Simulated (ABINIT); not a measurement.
**AlBiTeSe2 (P4/mmm): zone-centre phonons**

Which modes does AlBiTeSe2 (P4/mmm) have at the zone centre?

Program: ABINIT 10.8.3. Level of theory: DFT LDA, scalar-relativistic, plane waves, HGH norm-conserving pseudopotentials. Results are calculated unless marked as measured.

The structure was built from a prototype and need not be the compound's stable phase.

### 1. The structure

It takes space group P4/mmm (No. 123, tetragonal). The conventional cell has a = 5.038 Å, b = 5.038 Å, c = 5.038 Å, α = 90.00°, β = 90.00°, γ = 90.00°. Bi has 8 Se at 3.56 Å and 4 Te at 3.56 Å nearest. Al has 4 Se at 2.52 Å and 2 Te at 2.52 Å nearest. Se has 2 Al at 2.52 Å nearest. Nearest to Te lie 2 Al at 2.52 Å and 4 Bi at 3.56 Å. Farther neighbours and most contacts between anions are not listed.

### 2. A probe with smearing

A first run with smearing and empty bands tells whether the crystal has a gap, which decides between fixed occupations and smearing later on.

Input file probe.abi:

```
# ground state
tolvrs 1.0d-08
prtden 1
prtwf 1

# basis, mesh and filling
ecut 20.0
ixc 7
ngkpt 4 4 4
nshiftk 1
shiftk 0.0 0.0 0.0
istwfk *1
occopt 7
tsmear 0.005
nband 20
nstep 100
diemac 9.0
prtebands 0
prtgsr 0
useylm 1

# cell and atoms
acell 3*1.0 Angstrom
rprim 
    5.03753333 0.0 0.0
    0.0 5.03753333 0.0
    0.0 0.0 5.03753333
ntypat 4
znucl 83 13 34 52
natom 5
typat 1 2 3 3 4
xred 
    0.0 0.0 0.0
    0.5 0.5 0.5
    0.5 0.0 0.5
    0.0 0.5 0.5
    0.5 0.5 0.0
pp_dirpath "./pseudo"
pseudos "Bi.hgh, Al.hgh, Se.hgh, Te.hgh"
```

The run is started by

```bash
OMP_NUM_THREADS=1 mpirun -n 4 abinit probe.abi > probe.log
```

Numbers of over 12 decimals in the logs are rounded to 6 here.

probe.abo, the main output file:

```text
[banners, grids, parts of the stress and lines that vanish by symmetry left out]
- input  file    -> probe.abi
- output file    -> probe.abo
- root for input  files -> probei
[...]
Symmetries : space group P4/m m m (#123); Bravais tP (primitive tetrag.)
[...]
mpw =        3743          nfft =       64000          nkpt =          18
[...]
== DATASET  1 ==================================================================
[...]
cutoff_energies: {ecut:  20.0, pawecutdg:  -1.0, }
[...]
Exchange-correlation functional for the present dataset will be:
  LDA: Perdew-Wang 92 LSD fit to Ceperley-Alder data - ixc=7
[...]
ETOT  1  -34.752240583646    -3.475E+01 3.520E-02 8.627E+02
 ETOT  2  -34.827681086626    -7.544E-02 3.176E-03 4.457E+02
 ETOT  3  -34.944162665957    -1.165E-01 1.701E-03 3.853E+01
 ETOT  4  -34.953556646586    -9.394E-03 6.205E-04 1.058E+00
 ETOT  5  -34.953803086254    -2.464E-04 4.324E-04 2.050E-02
[...]
ETOT  9  -34.953807675131    -4.058E-10 1.597E-04 2.440E-07
 ETOT 10  -34.953807675191    -5.965E-11 9.197E-05 7.492E-10
 At SCF step   10       vres2   =  7.49E-10 < tolvrs=  1.00E-08 =>converged.
[...]
sigma(1 1)=  2.18377387E-04  sigma(3 2)=  0.00000000E+00
  sigma(2 2)=  2.18377387E-04  sigma(3 1)=  0.00000000E+00
  sigma(3 3)= -1.00148335E-04  sigma(2 1)=  0.00000000E+00
[...]
convergence: {deltae: -5.965E-11, res2:  7.492E-10, residm:  9.197E-05, diffor: null, }
etotal    :  -3.49538077E+01
[...]
sigma(1 1)=  2.18377387E-04  sigma(3 2)=  0.00000000E+00
  sigma(2 2)=  2.18377387E-04  sigma(3 1)=  0.00000000E+00
  sigma(3 3)= -1.00148335E-04  sigma(2 1)=  0.00000000E+00
[...]
- sigma(1 1)=  6.42488455E+00  sigma(3 2)=  0.00000000E+00
- sigma(2 2)=  6.42488455E+00  sigma(3 1)=  0.00000000E+00
- sigma(3 3)= -2.94646575E+00  sigma(2 1)=  0.00000000E+00
[...]
fcart     -0.0000000000E+00 -0.0000000000E+00 -0.0000000000E+00
           strten      2.1837738715E-04  2.1837738715E-04 -1.0014833541E-04
================================================================================

[key lines of the parts left out:]
pressure_GPa:  -3.3011E+00
```

Wall time 13 s (4 MPI ranks of Arm Neoverse V1, shared host).

Read from the output:

- volume per atom: 25.57 Å³
- pressure: -3.301 GPa
- gap on the k-mesh: 0 eV

No gap opens on this mesh, so smearing is kept; the printed pressure holds the stress of the finite basis too.

### 3. Rough relaxation

The typed start is rough, so a first relaxation with smearing and loose thresholds takes it towards rest cheaply.

Input file prerelax.abi:

```
# relaxation
ionmov 2
optcell 2
dilatmx 1.15
chkdilatmx 0
ntime 40
tolmxf 3.0d-04
tolvrs 1.0d-10
prtwf 0
prtden 0
chksymtnons 0

# basis, mesh and filling
ecut 21.0
ecutsm 3.0
ixc 7
ngkpt 4 4 4
nshiftk 1
shiftk 0.0 0.0 0.0
istwfk *1
occopt 7
tsmear 0.005
nband 20
nstep 100
diemac 1000000.0
prtebands 0
prtgsr 0
useylm 1

# cell and atoms
acell 3*1.0 Angstrom
rprim 
    5.03753333 0.0 0.0
    0.0 5.03753333 0.0
    0.0 0.0 5.03753333
ntypat 4
znucl 83 13 34 52
natom 5
typat 1 2 3 3 4
xred 
    0.0 0.0 0.0
    0.5 0.5 0.5
    0.5 0.0 0.5
    0.0 0.5 0.5
    0.5 0.5 0.0
pp_dirpath "./pseudo"
pseudos "Bi.hgh, Al.hgh, Se.hgh, Te.hgh"
```

The run is started by

```bash
OMP_NUM_THREADS=1 mpirun -n 4 abinit prerelax.abi > prerelax.log
```

prerelax.abo, the main output file:

```text
[banners, grids, parts of the stress and lines that vanish by symmetry left out]
- input  file    -> prerelax.abi
- output file    -> prerelax.abo
- root for input  files -> prerelaxi
[...]
Symmetries : space group P4/m m m (#123); Bravais tP (primitive tetrag.)
[...]
mpw =        6088          nfft =      110592          nkpt =          18
[...]
== DATASET  1 ==================================================================
[...]
cutoff_energies: {ecut:  21.0, pawecutdg:  -1.0, }
[...]
Exchange-correlation functional for the present dataset will be:
  LDA: Perdew-Wang 92 LSD fit to Ceperley-Alder data - ixc=7
[...]
ETOT  1  -34.752230037693    -3.475E+01 5.486E-02 1.492E+03
 ETOT  2  -34.912937408322    -1.607E-01 4.898E-03 2.136E+02
 ETOT  3  -34.947497449567    -3.456E-02 1.453E-03 3.830E+01
 ETOT  4  -34.953095698718    -5.598E-03 7.483E-04 2.763E-02
[...]
ETOT  8  -34.963251740875     5.400E-13 5.178E-06 4.152E-12
 At SCF step    8       vres2   =  4.15E-12 < tolvrs=  1.00E-10 =>converged.
[...]
sigma(1 1)=  4.59697788E-07  sigma(3 2)=  0.00000000E+00
  sigma(2 2)=  4.59697788E-07  sigma(3 1)=  0.00000000E+00
  sigma(3 3)= -3.99668999E-07  sigma(2 1)=  0.00000000E+00
[...]
convergence: {deltae:  5.400E-13, res2:  4.152E-12, residm:  5.178E-06, diffor: null, }
etotal    :  -3.49632517E+01
[...]
At Broyd/MD step   7, gradients are converged :
[...]
sigma(1 1)=  4.59697788E-07  sigma(3 2)=  0.00000000E+00
  sigma(2 2)=  4.59697788E-07  sigma(3 1)=  0.00000000E+00
  sigma(3 3)= -3.99668999E-07  sigma(2 1)=  0.00000000E+00
[...]
- sigma(1 1)=  1.35247759E-02  sigma(3 2)=  0.00000000E+00
- sigma(2 2)=  1.35247759E-02  sigma(3 1)=  0.00000000E+00
- sigma(3 3)= -1.17586679E-02  sigma(2 1)=  0.00000000E+00
[...]
fcart     -0.0000000000E+00 -0.0000000000E+00 -0.0000000000E+00
           strten      4.5969778824E-07  4.5969778824E-07 -3.9966899870E-07
================================================================================

[key lines of the parts left out:]
pressure_GPa:  -5.0970E-03
Total energy (etotal) [Ha]= -3.49632517408752E+01
```

Run time: 2 min. Hardware: 4 MPI ranks.

Relaxation path:

| step | energy less that of the first step (eV) | largest force (eV/Å) | volume (Å³) |
| --- | --- | --- | --- |
| 1 | 0.0000 | 0.0000 | 127.84 |
| 2 | -0.0606 | 0.0000 | 126.83 |
| 3 | -0.2567 | 0.0000 | 118.80 |
| 4 | -0.2681 | 0.0000 | 120.50 |
| 5 | -0.2707 | 0.0000 | 120.87 |
| 6 | -0.2762 | 0.0000 | 122.10 |
| 7 | -0.2763 | 0.0000 | 122.13 |

| conventional cell, symmetrised | before | after | change |
| --- | --- | --- | --- |
| a (Å) | 5.038 | 4.814 | -4.4 % |
| b (Å) | 5.038 | 4.814 | -4.4 % |
| c (Å) | 5.038 | 5.270 | +4.6 % |
| volume (Å³/atom) | 25.57 | 24.43 | -4.5 % |

The relaxed structure:

```cif
data_structure
_symmetry_space_group_name_H-M 'P 1'
_symmetry_Int_Tables_number 1
_cell_length_a 4.8141
_cell_length_b 4.8141
_cell_length_c 5.2697
_cell_angle_alpha 90.000
_cell_angle_beta 90.000
_cell_angle_gamma 90.000
_cell_volume 122.13
loop_
_atom_site_label
_atom_site_type_symbol
_atom_site_fract_x
_atom_site_fract_y
_atom_site_fract_z
_atom_site_occupancy
Bi1 Bi 0.00000 0.00000 0.00000 1
Al2 Al 0.50000 0.50000 0.50000 1
Se3 Se 0.50000 0.00000 0.50000 1
Se4 Se 0.00000 0.50000 0.50000 1
Te5 Te 0.50000 0.50000 0.00000 1
```

Read from the output:

* volume per atom: 24.43 Å³
* pressure: -0.005097 GPa

The volume changes by -4.5 % in this run and stands -4.5 % from the first cell.

### 4. Relaxation

The harmonic expansion needs vanishing forces, and a free crystal bears no stress, so cell and atoms are brought to rest. Stress is more sensitive to the basis than forces are: the last 3 Ha under the cutoff are smoothed with ecutsm, and the cutoff is raised above that of the later runs.

Input file relax.abi:

```
# relaxation
ionmov 2
optcell 2
dilatmx 1.08
ntime 40
tolmxf 1.0d-05
tolvrs 1.0d-14
prtwf 0
prtden 0
chksymtnons 0

# basis, mesh and filling
ecut 26.0
ecutsm 3.0
ixc 7
ngkpt 6 6 4
nshiftk 1
shiftk 0.0 0.0 0.0
istwfk *1
occopt 7
tsmear 0.01
nband 20
nstep 100
diemac 1000000.0
prtebands 0
prtgsr 0
useylm 1

# cell and atoms
acell 3*1.0 Angstrom
rprim 
    4.814143542 0.0 0.0
    0.0 4.814143542 0.0
    0.0 0.0 5.269749811
ntypat 4
znucl 83 13 34 52
natom 5
typat 1 2 3 3 4
xred 
    0.0 0.0 0.0
    0.5 0.5 0.5
    0.5 0.0 0.5
    0.0 0.5 0.5
    0.5 0.5 0.0
pp_dirpath "./pseudo"
pseudos "Bi.hgh, Al.hgh, Se.hgh, Te.hgh"
```

The run is started by

```bash
OMP_NUM_THREADS=1 mpirun -n 4 abinit relax.abi > relax.log
```

relax.abo, the main output file:

```text
[banners, grids, parts of the stress and lines that vanish by symmetry left out]
- input  file    -> relax.abi
- output file    -> relax.abo
- root for input  files -> relaxi
[...]
Symmetries : space group P4/m m m (#123); Bravais tP (primitive tetrag.)
[...]
mpw =        6606          nfft =      115200          nkpt =          30
[...]
== DATASET  1 ==================================================================
[...]
cutoff_energies: {ecut:  26.0, pawecutdg:  -1.0, }
[...]
Exchange-correlation functional for the present dataset will be:
  LDA: Perdew-Wang 92 LSD fit to Ceperley-Alder data - ixc=7
[...]
ETOT  1  -34.754284237198    -3.475E+01 5.995E-02 1.774E+03
 ETOT  2  -34.925934140549    -1.716E-01 2.799E-02 2.897E+02
 ETOT  3  -34.966735229430    -4.080E-02 2.495E-03 2.687E+01
 ETOT  4  -34.970108286543    -3.373E-03 7.859E-04 7.841E-01
 ETOT  5  -34.970208238790    -9.995E-05 8.732E-04 3.252E-03
[...]
At SCF step   13       vres2   =  5.92E-15 < tolvrs=  1.00E-14 =>converged.
[...]
sigma(1 1)=  3.67648055E-05  sigma(3 2)=  0.00000000E+00
  sigma(2 2)=  3.67648055E-05  sigma(3 1)=  0.00000000E+00
  sigma(3 3)= -4.38331095E-05  sigma(2 1)=  0.00000000E+00
[...]
convergence: {deltae:  1.421E-13, res2:  5.923E-15, residm:  3.556E-05, diffor: null, }
etotal    :  -3.49702088E+01
[...]
ETOT  1  -34.970297542556    -3.497E+01 3.455E+00 1.719E-01
[...]
At SCF step   10       vres2   =  5.39E-15 < tolvrs=  1.00E-14 =>converged.
[...]
sigma(1 1)=  3.24785597E-05  sigma(3 2)=  0.00000000E+00
  sigma(2 2)=  3.24785597E-05  sigma(3 1)=  0.00000000E+00
  sigma(3 3)= -4.22688102E-05  sigma(2 1)=  0.00000000E+00
[...]
convergence: {deltae: -5.258E-13, res2:  5.388E-15, residm:  1.466E-05, diffor: null, }
etotal    :  -3.49703183E+01
[...]
ETOT  1  -34.968506377438    -3.497E+01 1.191E+03 2.043E+01
[...]
At SCF step   12       vres2   =  2.14E-15 < tolvrs=  1.00E-14 =>converged.
[...]
sigma(1 1)= -1.70252602E-05  sigma(3 2)=  0.00000000E+00
  sigma(2 2)= -1.70252602E-05  sigma(3 1)=  0.00000000E+00
  sigma(3 3)= -2.17709361E-05  sigma(2 1)=  0.00000000E+00
[...]
convergence: {deltae:  2.203E-13, res2:  2.138E-15, residm:  3.116E-06, diffor: null, }
etotal    :  -3.49708885E+01
[...]
ETOT  1  -34.970872751615    -3.497E+01 3.936E-06 3.495E-01
[...]
At SCF step   10       vres2   =  1.65E-15 < tolvrs=  1.00E-14 =>converged.
[...]
sigma(1 1)= -1.20966438E-05  sigma(3 2)=  0.00000000E+00
  sigma(2 2)= -1.20966438E-05  sigma(3 1)=  0.00000000E+00
  sigma(3 3)= -1.90300583E-05  sigma(2 1)=  0.00000000E+00
[...]
convergence: {deltae: -3.411E-13, res2:  1.649E-15, residm:  4.266E-07, diffor: null, }
etotal    :  -3.49709106E+01
[...]
ETOT  1  -34.970531283215    -3.497E+01 9.779E-06 3.846E+00
[...]
At SCF step   11       vres2   =  6.31E-16 < tolvrs=  1.00E-14 =>converged.
[...]
sigma(1 1)=  3.85779851E-07  sigma(3 2)=  0.00000000E+00
  sigma(2 2)=  3.85779851E-07  sigma(3 1)=  0.00000000E+00
  sigma(3 3)= -3.87528112E-06  sigma(2 1)=  0.00000000E+00
[...]
convergence: {deltae:  2.416E-13, res2:  6.306E-16, residm:  3.938E-08, diffor: null, }
etotal    :  -3.49709569E+01
[...]
ETOT  1  -34.970952811153    -3.497E+01 2.038E-02 5.049E-02
[...]
At SCF step   10       vres2   =  2.68E-15 < tolvrs=  1.00E-14 =>converged.
[...]
sigma(1 1)=  4.86245606E-07  sigma(3 2)=  0.00000000E+00
  sigma(2 2)=  4.86245606E-07  sigma(3 1)=  0.00000000E+00
  sigma(3 3)= -4.72578480E-07  sigma(2 1)=  0.00000000E+00
[...]
convergence: {deltae:  2.558E-13, res2:  2.681E-15, residm:  6.174E-09, diffor: null, }
etotal    :  -3.49709592E+01
[...]
ETOT  1  -34.970959142132    -3.497E+01 1.515E-07 1.189E-03
[...]
ETOT  8  -34.970959304195     1.378E-12 1.355E-09 4.368E-14
 ETOT  9  -34.970959304195     2.203E-13 7.973E-10 6.994E-15
 At SCF step    9       vres2   =  6.99E-15 < tolvrs=  1.00E-14 =>converged.
[...]
sigma(1 1)=  5.07722578E-08  sigma(3 2)=  0.00000000E+00
  sigma(2 2)=  5.07722578E-08  sigma(3 1)=  0.00000000E+00
  sigma(3 3)=  1.29036156E-08  sigma(2 1)=  0.00000000E+00
[...]
convergence: {deltae:  2.203E-13, res2:  6.994E-15, residm:  7.973E-10, diffor: null, }
etotal    :  -3.49709593E+01
[...]
At Broyd/MD step   7, gradients are converged :
[...]
sigma(1 1)=  5.07722578E-08  sigma(3 2)=  0.00000000E+00
  sigma(2 2)=  5.07722578E-08  sigma(3 1)=  0.00000000E+00
  sigma(3 3)=  1.29036156E-08  sigma(2 1)=  0.00000000E+00
[...]
- sigma(1 1)=  1.49377140E-03  sigma(3 2)=  0.00000000E+00
- sigma(2 2)=  1.49377140E-03  sigma(3 1)=  0.00000000E+00
- sigma(3 3)=  3.79637477E-04  sigma(2 1)=  0.00000000E+00
[...]
fcart     -0.0000000000E+00 -0.0000000000E+00 -0.0000000000E+00
           strten      5.0772257799E-08  5.0772257799E-08  1.2903615569E-08
================================================================================

[key lines of the parts left out:]
pressure_GPa:  -1.1224E-03
Total energy (etotal) [Ha]= -3.49709593041951E+01
```

Wall time 3.8 min (4 MPI ranks).

The steps of the relaxation:

| step | energy less that of the first step (eV) | largest force (eV/Å) | volume (Å³) |
| --- | --- | --- | --- |
| 1 | 0.0000 | 0.0000 | 122.13 |
| 2 | -0.0030 | 0.0000 | 122.02 |
| 3 | -0.0185 | 0.0000 | 120.97 |
| 4 | -0.0191 | 0.0000 | 121.19 |
| 5 | -0.0204 | 0.0000 | 121.95 |
| 6 | -0.0204 | 0.0000 | 122.04 |
| 7 | -0.0204 | 0.0000 | 122.04 |

| conventional cell, symmetrised | before | after | change |
| --- | --- | --- | --- |
| a (Å) | 4.814 | 4.760 | -1.1 % |
| b (Å) | 4.814 | 4.760 | -1.1 % |
| c (Å) | 5.270 | 5.386 | +2.2 % |
| volume (Å³/atom) | 24.43 | 24.41 | -0.1 % |

The relaxed structure:

```xyz
5
Lattice="4.7600 0.0000 0.0000 0.0000 4.7600 0.0000 0.0000 0.0000 5.3863" Properties=species:S:1:pos:R:3 pbc="T T T"
Bi    0.0000    0.0000    0.0000
Al    2.3800    2.3800    2.6932
Se    2.3800    0.0000    2.6932
Se    0.0000    2.3800    2.6932
Te    2.3800    2.3800    0.0000
```

Numbers from this step:

```yaml
volume_per_atom: 24.41 Å³
pressure: -0.001122 GPa
```

The volume changes by -0.1 % in this run and stands -4.5 % from the first cell.

### 5. Ground state

The response is built on these wavefunctions, so the potential is converged far more tightly than an energy would need. Smearing stays on, as the first look found no gap above 0.3 eV.

Input file gs.abi:

```
# ground state
tolvrs 1.0d-16
prtden 1
prtwf 1

# basis, mesh and filling
ecut 20.0
ixc 7
ngkpt 6 6 4
nshiftk 1
shiftk 0.0 0.0 0.0
istwfk *1
occopt 7
tsmear 0.01
nband 20
nstep 100
diemac 1000000.0
prtebands 0
prtgsr 0
useylm 1

# cell and atoms
acell 3*1.0 Angstrom
rprim 
    4.760004656 0.0 0.0
    0.0 4.760004656 0.0
    0.0 0.0 5.386304224
ntypat 4
znucl 83 13 34 52
natom 5
typat 1 2 3 3 4
xred 
    0.0 0.0 0.0
    0.5 0.5 0.5
    0.5 0.0 0.5
    0.0 0.5 0.5
    0.5 0.5 0.0
pp_dirpath "./pseudo"
pseudos "Bi.hgh, Al.hgh, Se.hgh, Te.hgh"
```

The run is started by

```bash
OMP_NUM_THREADS=1 mpirun -n 4 abinit gs.abi > gs.log
```

gs.abo, the main output file:

```text
[banners, grids, parts of the stress and lines that vanish by symmetry left out]
- input  file    -> gs.abi
- output file    -> gs.abo
- root for input  files -> gsi
[...]
Symmetries : space group P4/m m m (#123); Bravais tP (primitive tetrag.)
[...]
mpw =        3540          nfft =       72000          nkpt =          30
[...]
== DATASET  1 ==================================================================
[...]
cutoff_energies: {ecut:  20.0, pawecutdg:  -1.0, }
[...]
Exchange-correlation functional for the present dataset will be:
  LDA: Perdew-Wang 92 LSD fit to Ceperley-Alder data - ixc=7
[...]
ETOT  1  -34.748491170411    -3.475E+01 5.279E-02 1.158E+03
 ETOT  2  -34.921872509070    -1.734E-01 4.962E-03 1.887E+02
 ETOT  3  -34.963119435930    -4.125E-02 4.339E-03 1.683E+01
 ETOT  4  -34.966404436450    -3.285E-03 8.126E-04 2.128E-01
 ETOT  5  -34.966449980268    -4.554E-05 1.074E-03 4.398E-03
[...]
ETOT 13  -34.966450907003    -6.395E-14 2.975E-05 1.041E-15
 ETOT 14  -34.966450907003    -4.974E-14 3.476E-05 1.095E-17
 At SCF step   14       vres2   =  1.09E-17 < tolvrs=  1.00E-16 =>converged.
[...]
sigma(1 1)=  2.45694398E-05  sigma(3 2)=  0.00000000E+00
  sigma(2 2)=  2.45694398E-05  sigma(3 1)=  0.00000000E+00
  sigma(3 3)=  2.61536595E-05  sigma(2 1)=  0.00000000E+00
[...]
convergence: {deltae: -4.974E-14, res2:  1.095E-17, residm:  3.476E-05, diffor: null, }
etotal    :  -3.49664509E+01
[...]
sigma(1 1)=  2.45694398E-05  sigma(3 2)=  0.00000000E+00
  sigma(2 2)=  2.45694398E-05  sigma(3 1)=  0.00000000E+00
  sigma(3 3)=  2.61536595E-05  sigma(2 1)=  0.00000000E+00
[...]
- sigma(1 1)=  7.22857876E-01  sigma(3 2)=  0.00000000E+00
- sigma(2 2)=  7.22857876E-01  sigma(3 1)=  0.00000000E+00
- sigma(3 3)=  7.69467229E-01  sigma(2 1)=  0.00000000E+00
[...]
fcart     -0.0000000000E+00 -0.0000000000E+00 -0.0000000000E+00
           strten      2.4569439827E-05  2.4569439827E-05  2.6153659530E-05
================================================================================

[key lines of the parts left out:]
pressure_GPa:  -7.3839E-01
```

The job ended after 27 s (4 MPI ranks).

This step gave:

| Item | Value |
| --- | --- |
| pressure | -0.7384 GPa |

The cell stands at -0.74 GPa: the relaxation ran with a smoothed and higher cutoff, and the difference is a stress of the finite basis.

[end of part 1 of 2]

[Host names and launcher messages were left out of these logs when they were recorded.]

[Logs are printed without paths, hosts, clocks, repeated set-up lines and the standing remarks that a program may print on its own settings, such as how far it seeks lower states.]

[Hosts, paths, dates, database ids (printed as entryN), source tags and the programs' standing remarks are cut or masked in the printed files.]
